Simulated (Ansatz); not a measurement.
## Phonons of YBRh3 (Pm-3m) against volume

Wanted: mode Grüneisen parameters of YBRh3 (Pm-3m).

Program: Ansatz 0.2.0. Level of theory: DFT PBEsol, scalar-relativistic, plane waves, PAW; PAW set soft_1. Values are calculated unless marked as measured.

Report form: inputs, costs, results and the conclusion, without the logs.

### Step 1. The system as given

It takes space group Pm-3m (No. 221, cubic). The conventional cell has a = 4.149 Å, b = 4.149 Å, c = 4.149 Å, α = 90.00°, β = 90.00°, γ = 90.00°. Nearest to Y lie 12 Rh at 2.93 Å and 8 B at 3.59 Å. Nearest to B lie 6 Rh at 2.07 Å and 8 Y at 3.59 Å. Nearest to Rh lie 2 B at 2.07 Å and 8 Rh at 2.93 Å and 4 Y at 2.93 Å. Farther neighbours, and contacts between anions beyond the nearest, are not listed.

### Step 2. Phonons on a q mesh

Stability and thermal properties need the whole zone. Linear response on a 4×4×4 q mesh gives force constants as far as a supercell of that size would.

File input.yaml:

```yaml
crystal:
  lattice:
    - [4.1494386865, 0.0, 0.0]
    - [0.0, 4.1494386865, 0.0]
    - [0.0, 0.0, 4.1494386865]
  atoms:
    - { symbol: "Y", position: [0.0, 0.0, 0.0] }
    - { symbol: B, position: [0.5, 0.5, 0.5] }
    - { symbol: Rh, position: [0.0, 0.5, 0.5] }
    - { symbol: Rh, position: [0.5, 0.0, 0.5] }
    - { symbol: Rh, position: [0.5, 0.5, 0.0] }
kpoints:
  mp_grid: { grid: [8, 8, 8] }
hamiltonian:
  xc: pbesol
  pseudopotentials: { kind: paw, azcp: { folder: soft_1 }, xc_functional: pbe }
scf:
  occupations: { method: methfessel_paxton, width: 0.2 }
output:
  eigenvalues: true
phonons:
  method: dfpt
  qmesh: [4, 4, 4]
  temperatures: { t_max: 1000, t_step: 50 }
  qpath:
    path:
      - [[0.0, 0.0, 0.0], [0.0, 0.5, 0.0], [0.5, 0.5, 0.0], [0.0, 0.0, 0.0], [0.5, 0.5, 0.5], [0.0, 0.5, 0.0]]
      - [[0.5, 0.5, 0.5], [0.5, 0.5, 0.0]]
    npoints: 10
```

The run is started by

```console
$ ansatz run input.yaml --threads 4 --pin off --max-ram 10240MiB --backend cpu --events-out ev --progress --plain --runs-dir out
```

The job ended after 24 min (4 threads of Arm Neoverse V1, shared host; peak memory 3.2 GiB; 1.6 h of CPU time).

Numbers from this step:

```
volume per atom                                            : 14.29 Å³
gap on the k-mesh                                          : 0 eV
sum-rule residual before enforcement                       : 1.48e-5 eV/Å²
lowest frequency on the path                               : 0 cm⁻¹
point group                                                : m-3m
highest frequency on path, mesh or solved points           : 658.5 cm⁻¹
mean frequency                                             : 240.9 cm⁻¹
Debye temperature (second moment)                          : 563 K
logarithmic mean frequency                                 : 192.6 cm⁻¹
highest optical mode at the zone centre (no LO-TO term)    : 539.1 cm⁻¹
lowest optical zone-centre mode                            : 114.6 cm⁻¹
lowest mode on the q mesh (acoustic modes at Γ apart)      : 54.18 cm⁻¹
zero-point energy per atom                                 : 44.79 meV
heat capacity at 300 K                                     : 21.66 J/(mol atoms K)
vibrational entropy at 300 K                               : 28.81 J/(mol atoms K)
edges of the widest gap between branches, on path and mesh : 276.6, 539.1 cm⁻¹
```

Frequencies (cm⁻¹) solved at each irreducible wavevector; negative means imaginary. Frequencies by wavevector, by row:

| q in reciprocal lattice units | star | mode 1 | mode 2 | mode 3 | mode 4 | mode 13 | mode 14 | mode 15 |
| --- | --- | --- | --- | --- | --- | --- | --- | --- |
| 0 0 0 | 1 | 0 | 0 | 0 | 114.6 | 539.1 | 539.1 | 539.1 |
| 0 0 0.25 | 6 | 54.2 | 54.2 | 99.7 | 118.3 | 540.3 | 540.3 | 599.5 |
| 0 0 -0.5 | 3 | 96.8 | 96.8 | 102.9 | 102.9 | 541.5 | 541.5 | 655.9 |
| 0 0.25 0.25 | 12 | 74.5 | 76.3 | 122.2 | 128.3 | 540.6 | 596 | 604.3 |
| 0 0.25 -0.5 | 12 | 101.3 | 102 | 117.6 | 119.5 | 541.2 | 601.8 | 656.7 |
| 0 -0.5 -0.5 | 3 | 109.2 | 109.2 | 113.1 | 119.3 | 541.2 | 656.6 | 656.6 |
| 0.25 0.25 0.25 | 8 | 87.9 | 87.9 | 140.2 | 140.6 | 597.3 | 597.3 | 608.3 |
| 0.25 0.25 -0.5 | 12 | 104.6 | 114 | 114.6 | 131.7 | 598.7 | 606.3 | 656.9 |
| 0.25 -0.5 -0.5 | 6 | 107.1 | 107.1 | 122.2 | 122.5 | 602.5 | 658.1 | 658.1 |
| -0.5 -0.5 -0.5 | 1 | 102.8 | 102.8 | 102.8 | 122.6 | 658.5 | 658.5 | 658.5 |

Symmetry leaves 10 wavevectors to solve. The lowest mode among them, the acoustic zeros apart, lies at q = (0, 0, 0.25) and is real, 54.2 cm⁻¹.

### Step 3. Relaxing at another volume, volume ratio 0.97

The volume is scaled by 0.97 and held; symmetry leaves nothing to relax, so this is a single point. The modes can then be followed against volume.

input.yaml, the sections that differ from step 2:

```yaml
crystal:
  lattice:
    - [4.1075222986, 0.0, 0.0]
    - [0.0, 4.1075222986, 0.0]
    - [0.0, 0.0, 4.1075222986]
  atoms:
    - { symbol: "Y", position: [0.0, 0.0, 0.0] }
    - { symbol: B, position: [0.5, 0.5, 0.5] }
    - { symbol: Rh, position: [0.0, 0.5, 0.5] }
    - { symbol: Rh, position: [0.5, 0.0, 0.5] }
    - { symbol: Rh, position: [0.5, 0.5, 0.0] }
output:
  forces: true
  stress: true
  eigenvalues: true
# kpoints, hamiltonian, scf: as in step 2
# phonons: removed
```

Wall time 1.7 s (4 threads); peak memory 0.42 GiB.

Numbers from this step:

```yaml
pressure: 6.590 GPa
volume_per_atom: 13.86 Å³
```

The run ends at a pressure of 6.59 GPa.

### Step 4. Phonons at the other volume, volume ratio 0.97

The phonons are repeated at this volume on the same meshes, so that differences come from the volume alone.

Edit input.yaml of step 3 so:

```diff
@@ -19,4 +19,11 @@
 output:
-  forces: true
-  stress: true
   eigenvalues: true
+phonons:
+  method: dfpt
+  qmesh: [4, 4, 4]
+  temperatures: { t_max: 1000, t_step: 50 }
+  qpath:
+    path:
+      - [[0.0, 0.0, 0.0], [0.0, 0.5, 0.0], [0.5, 0.5, 0.0], [0.0, 0.0, 0.0], [0.5, 0.5, 0.5], [0.0, 0.5, 0.0]]
+      - [[0.5, 0.5, 0.5], [0.5, 0.5, 0.0]]
+    npoints: 10
```

It took 24 min on 4 threads; peak memory 3.1 GiB.

Numbers from this step:

```yaml
sum_rule_residual_before_enforcement: 5.27e-5 eV/Å²
highest_frequency_on_path_mesh_or_solved_points: 688.4 cm⁻¹
mean_frequency: 254.2 cm⁻¹
debye_temperature_second_moment: 594 K
logarithmic_mean_frequency: 203.1 cm⁻¹
highest_optical_mode_at_the_zone_centre_no_lo_to_term: 574.4 cm⁻¹
lowest_optical_zone_centre_mode: 119.7 cm⁻¹
lowest_mode_on_the_q_mesh_acoustic_modes_at_gamma_apart: 56.72 cm⁻¹
zero_point_energy_per_atom: 47.27 meV
heat_capacity_at_300_k: 21.39 J/(mol atoms K)
vibrational_entropy_at_300_k: 27.67 J/(mol atoms K)
edges_of_the_widest_gap_between_branches_on_path_and_mesh: 294.2, 574.4 cm⁻¹
```

Frequencies (cm⁻¹) solved at each irreducible wavevector; negative means imaginary. Frequencies by wavevector, by row:

| q in reciprocal lattice units | star | mode 1 | mode 2 | mode 3 | mode 4 | mode 13 | mode 14 | mode 15 |
| --- | --- | --- | --- | --- | --- | --- | --- | --- |
| 0 0 0 | 1 | 0 | 0 | 0 | 119.7 | 574.4 | 574.4 | 574.4 |
| 0 0 0.25 | 6 | 56.7 | 56.7 | 104.9 | 123.6 | 575.5 | 575.5 | 631.7 |
| 0 0 -0.5 | 3 | 101 | 101 | 108.1 | 108.1 | 576.6 | 576.6 | 685.8 |
| 0 0.25 0.25 | 12 | 78 | 78.9 | 127.8 | 136.1 | 575.7 | 627.9 | 636.4 |
| 0 0.25 -0.5 | 12 | 105.6 | 105.8 | 123.7 | 125 | 576.2 | 633.8 | 686.4 |
| 0 -0.5 -0.5 | 3 | 113.4 | 113.4 | 118.1 | 122.4 | 576.3 | 686.1 | 686.1 |
| 0.25 0.25 0.25 | 8 | 91.5 | 91.5 | 146.2 | 147.6 | 629.1 | 629.1 | 640.5 |
| 0.25 0.25 -0.5 | 12 | 109.8 | 117.8 | 120.7 | 137.5 | 630.5 | 638.4 | 686.5 |
| 0.25 -0.5 -0.5 | 6 | 111.9 | 111.9 | 125.5 | 129.1 | 634.4 | 687.6 | 687.6 |
| -0.5 -0.5 -0.5 | 1 | 108 | 108 | 108 | 126.2 | 688.4 | 688.4 | 688.4 |

The highest optical mode at the zone centre (no LO-TO term) is 574.4 cm⁻¹, +35.2 cm⁻¹ against the base run.

### Step 5. Relaxing at another volume, volume ratio 1.03

The volume is scaled by 1.03 and held; symmetry leaves nothing to relax, so this is a single point. The modes can then be followed against volume.

input.yaml, the sections that differ from step 4:

```yaml
crystal:
  lattice:
    - [4.1905249098, 0.0, 0.0]
    - [0.0, 4.1905249098, 0.0]
    - [0.0, 0.0, 4.1905249098]
  atoms:
    - { symbol: "Y", position: [0.0, 0.0, 0.0] }
    - { symbol: B, position: [0.5, 0.5, 0.5] }
    - { symbol: Rh, position: [0.0, 0.5, 0.5] }
    - { symbol: Rh, position: [0.5, 0.0, 0.5] }
    - { symbol: Rh, position: [0.5, 0.5, 0.0] }
output:
  forces: true
  stress: true
  eigenvalues: true
# kpoints, hamiltonian, scf: as in step 4
# phonons: removed
```

Elapsed: 2 s, on 4 threads; peak memory 0.43 GiB; 7.2 s of CPU time.

Read from the output:

* pressure: -5.581 GPa
* volume per atom: 14.72 Å³

The run ends at a pressure of -5.58 GPa.

### Step 6. Phonons at the other volume, volume ratio 1.03

Edit input.yaml of step 5 so:

```diff
@@ -19,4 +19,11 @@
 output:
-  forces: true
-  stress: true
   eigenvalues: true
+phonons:
+  method: dfpt
+  qmesh: [4, 4, 4]
+  temperatures: { t_max: 1000, t_step: 50 }
+  qpath:
+    path:
+      - [[0.0, 0.0, 0.0], [0.0, 0.5, 0.0], [0.5, 0.5, 0.0], [0.0, 0.0, 0.0], [0.5, 0.5, 0.5], [0.0, 0.5, 0.0]]
+      - [[0.5, 0.5, 0.5], [0.5, 0.5, 0.0]]
+    npoints: 10
```

Wall time 23 min (4 threads); peak memory 3.3 GiB.

This step gave:

* sum-rule residual before enforcement: 1.79e-5 eV/Å²
* highest frequency on path, mesh or solved points: 630 cm⁻¹
* mean frequency: 228.1 cm⁻¹
* Debye temperature (second moment): 534 K
* logarithmic mean frequency: 182.5 cm⁻¹
* highest optical mode at the zone centre (no LO-TO term): 505.1 cm⁻¹
* lowest optical zone-centre mode: 109.7 cm⁻¹
* lowest mode on the q mesh (acoustic modes at Γ apart): 51.73 cm⁻¹
* zero-point energy per atom: 42.42 meV
* heat capacity at 300 K: 21.92 J/(mol atoms K)
* vibrational entropy at 300 K: 29.98 J/(mol atoms K)
* edges of the widest gap between branches, on path and mesh: 259.9, 505 cm⁻¹

Frequencies (cm⁻¹) solved at each irreducible wavevector; negative means imaginary. Frequencies by wavevector, by row:

| q in reciprocal lattice units | star | mode 1 | mode 2 | mode 3 | mode 4 | mode 13 | mode 14 | mode 15 |
| --- | --- | --- | --- | --- | --- | --- | --- | --- |
| 0 0 0 | 1 | 0 | 0 | 0 | 109.7 | 505.1 | 505.1 | 505.1 |
| 0 0 0.25 | 6 | 51.7 | 51.7 | 94.8 | 113.3 | 506.3 | 506.3 | 568.6 |
| 0 0 -0.5 | 3 | 92.8 | 92.8 | 98 | 98 | 507.6 | 507.6 | 627.2 |
| 0 0.25 0.25 | 12 | 71.2 | 73.8 | 116.9 | 121 | 506.6 | 565.4 | 573.5 |
| 0 0.25 -0.5 | 12 | 97.1 | 98.5 | 111.7 | 114.1 | 507.3 | 571.1 | 628.3 |
| 0 -0.5 -0.5 | 3 | 105.3 | 105.3 | 108.4 | 116.3 | 507.3 | 628.2 | 628.2 |
| 0.25 0.25 0.25 | 8 | 84.5 | 84.5 | 133.9 | 133.9 | 566.7 | 566.7 | 577.3 |
| 0.25 0.25 -0.5 | 12 | 99.6 | 108.9 | 110.3 | 126.2 | 568.1 | 575.5 | 628.5 |
| 0.25 -0.5 -0.5 | 6 | 102.4 | 102.4 | 116.3 | 118.9 | 571.9 | 629.8 | 629.8 |
| -0.5 -0.5 -0.5 | 1 | 97.9 | 97.9 | 97.9 | 119.2 | 630 | 630 | 630 |

The highest optical mode at the zone centre (no LO-TO term) is 505.1 cm⁻¹, -34.1 cm⁻¹ against the base run.

### Step 7. Grüneisen parameters

The Grüneisen parameter of a mode is minus the logarithmic change of its frequency with volume, −d ln ω / d ln V; weighted by heat capacity it gives the expansion.

This step gave:

```
bulk modulus : 202.8 GPa
```

The phonon branches at the labelled points (cm⁻¹):

| point | branch 1 | branch 2 | branch 3 | branch 4 | branch 12 | branch 13 | branch 14 | branch 15 |
| --- | --- | --- | --- | --- | --- | --- | --- | --- |
| Γ | 0 | 0 | 0 | 115 | 182 | 539 | 539 | 539 |
| halfway | 54 | 54 | 100 | 118 | 195 | 540 | 540 | 600 |
| X | 97 | 97 | 103 | 103 | 224 | 542 | 542 | 656 |
| halfway | 101 | 102 | 118 | 120 | 236 | 541 | 602 | 657 |
| M | 109 | 109 | 113 | 119 | 258 | 541 | 657 | 657 |
| halfway | 74 | 76 | 122 | 128 | 206 | 541 | 596 | 604 |
| Γ | 0 | 0 | 0 | 115 | 182 | 539 | 539 | 539 |
| halfway | 88 | 88 | 140 | 141 | 216 | 597 | 597 | 608 |
| R | 103 | 103 | 103 | 123 | 277 | 658 | 658 | 658 |
| halfway | 105 | 114 | 115 | 132 | 244 | 599 | 606 | 657 |
| X | 97 | 97 | 103 | 103 | 224 | 542 | 542 | 656 |
| jump to R | 103 | 103 | 103 | 123 | 277 | 658 | 658 | 658 |
| halfway | 107 | 107 | 122 | 122 | 262 | 602 | 658 | 658 |
| M | 109 | 109 | 113 | 119 | 258 | 541 | 657 | 657 |

The same for volume x 0.97:

| point | branch 1 | branch 2 | branch 3 | branch 4 | branch 12 | branch 13 | branch 14 | branch 15 |
| --- | --- | --- | --- | --- | --- | --- | --- | --- |
| Γ | 0 | 0 | 0 | 120 | 194 | 574 | 574 | 574 |
| X | 101 | 101 | 108 | 108 | 240 | 577 | 577 | 686 |
| M | 113 | 113 | 118 | 122 | 274 | 576 | 686 | 686 |
| Γ | 0 | 0 | 0 | 120 | 194 | 574 | 574 | 574 |
| R | 108 | 108 | 108 | 126 | 294 | 688 | 688 | 688 |
| X | 101 | 101 | 108 | 108 | 240 | 577 | 577 | 686 |
| R | 108 | 108 | 108 | 126 | 294 | 688 | 688 | 688 |
| M | 113 | 113 | 118 | 122 | 274 | 576 | 686 | 686 |

The same for volume x 1.03:

| point | branch 1 | branch 2 | branch 3 | branch 4 | branch 12 | branch 13 | branch 14 | branch 15 |
| --- | --- | --- | --- | --- | --- | --- | --- | --- |
| Γ | 0 | 0 | 0 | 110 | 171 | 505 | 505 | 505 |
| X | 93 | 93 | 98 | 98 | 209 | 508 | 508 | 627 |
| M | 105 | 105 | 108 | 116 | 242 | 507 | 628 | 628 |
| Γ | 0 | 0 | 0 | 110 | 171 | 505 | 505 | 505 |
| R | 98 | 98 | 98 | 119 | 260 | 630 | 630 | 630 |
| X | 93 | 93 | 98 | 98 | 209 | 508 | 508 | 627 |
| R | 98 | 98 | 98 | 119 | 260 | 630 | 630 | 630 |
| M | 105 | 105 | 108 | 116 | 242 | 507 | 628 | 628 |

Mode Grueneisen parameter -dln(w)/dln(V), modes matched by rank; at Γ the acoustic branches take the value of a neighbouring point of the path. Mode grüneisen parameters along the path, in :

| point | branch 1 | branch 2 | branch 3 | branch 4 | branch 12 | branch 13 | branch 14 | branch 15 |
| --- | --- | --- | --- | --- | --- | --- | --- | --- |
| Γ | 1.48 | 1.48 | 1.80 | 1.45 | 2.13 | 2.15 | 2.15 | 2.15 |
| halfway | 1.54 | 1.54 | 1.69 | 1.45 | 2.03 | 2.13 | 2.13 | 1.75 |
| X | 1.41 | 1.41 | 1.63 | 1.63 | 2.36 | 2.12 | 2.12 | 1.49 |
| halfway | 1.40 | 1.18 | 1.70 | 1.52 | 2.17 | 2.12 | 1.73 | 1.47 |
| M | 1.23 | 1.23 | 1.43 | 0.85 | 2.11 | 2.12 | 1.47 | 1.47 |
| halfway | 1.52 | 1.11 | 1.50 | 1.96 | 1.94 | 2.13 | 1.75 | 1.73 |
| Γ | 1.46 | 1.50 | 1.90 | 1.45 | 2.13 | 2.15 | 2.15 | 2.15 |
| halfway | 1.33 | 1.33 | 1.46 | 1.62 | 1.91 | 1.74 | 1.74 | 1.73 |
| R | 1.64 | 1.64 | 1.64 | 0.95 | 2.07 | 1.47 | 1.47 | 1.47 |
| halfway | 1.62 | 1.31 | 1.49 | 1.43 | 2.09 | 1.74 | 1.72 | 1.47 |
| X | 1.41 | 1.41 | 1.63 | 1.63 | 2.36 | 2.12 | 2.12 | 1.49 |
| jump to R | 1.64 | 1.64 | 1.64 | 0.95 | 2.07 | 1.47 | 1.47 | 1.47 |
| halfway | 1.48 | 1.48 | 1.27 | 1.37 | 2.08 | 1.73 | 1.46 | 1.46 |
| M | 1.23 | 1.23 | 1.43 | 0.85 | 2.11 | 2.12 | 1.47 | 1.47 |

(dS/dlnV)/C_V. Table of thermodynamic Grueneisen parameter by temperature:

| temperature (K) | thermodynamic Grueneisen parameter |
| --- | --- |
| 50 | 1.64 |
| 100 | 1.74 |
| 150 | 1.76 |
| 200 | 1.77 |
| 250 | 1.78 |
| 300 | 1.78 |
| 350 | 1.78 |
| 400 | 1.78 |
| 450 | 1.78 |
| 500 | 1.78 |
| 550 | 1.78 |
| 600 | 1.78 |
| 650 | 1.78 |
| 700 | 1.78 |
| 750 | 1.78 |
| 800 | 1.78 |
| 850 | 1.78 |
| 900 | 1.78 |
| 950 | 1.78 |
| 1000 | 1.78 |

Gamma C_V/(B V) at the static volume. Volume expansion against temperature:

| temperature (K) | volume expansion (1e-6/K) |
| --- | --- |
| 50 | 5.38 |
| 100 | 13.6 |
| 150 | 17.4 |
| 200 | 19.6 |
| 250 | 21.1 |
| 300 | 22.1 |
| 350 | 22.8 |
| 400 | 23.4 |
| 450 | 23.8 |
| 500 | 24.0 |
| 550 | 24.3 |
| 600 | 24.4 |
| 650 | 24.6 |
| 700 | 24.7 |
| 750 | 24.8 |
| 800 | 24.9 |
| 850 | 24.9 |
| 900 | 25 |
| 950 | 25.1 |
| 1000 | 25.1 |

### Step 8. Summary of results

```
bulk modulus                               : 203 GPa
thermodynamic Grüneisen parameter at 300 K : 1.781
volume expansion at 300 K, estimated       : 22.11 × 10⁻⁶ K⁻¹
```

**Reading.** By this estimate the volume grows by 22.1 × 10⁻⁶ per kelvin at 300 K. The highest optical mode at Γ goes from 574 to 505 cm⁻¹ as the cell grows, a Grüneisen parameter of 2.14. Mode parameters on the path run from 0.85 to 2.6, with a median of 1.7. Branches are matched by rank, so values near crossings are rough. The expansion is the Grüneisen estimate at the static volume, with the static bulk modulus. With no gap, or one that is small against the smearing, the frequencies hang on the k mesh and the smearing, most of all near Kohn anomalies. The phonon runs are without spin polarisation, although the cell has an odd electron count. The PAW files were made for PBE and serve the other functionals too.

[Long decimals in the printed logs are rounded to 6 places.]

[Logs are printed without paths, hosts, clocks, repeated set-up lines and the standing remarks that a program may print on its own settings, such as how far it seeks lower states.]

[Hosts, paths, dates, database ids (printed as entryN), source tags and the programs' standing remarks are cut or masked in the printed files.]

[Where the starting crystal was built by hand or by swapping elements, it need not be the compound's stable phase.]
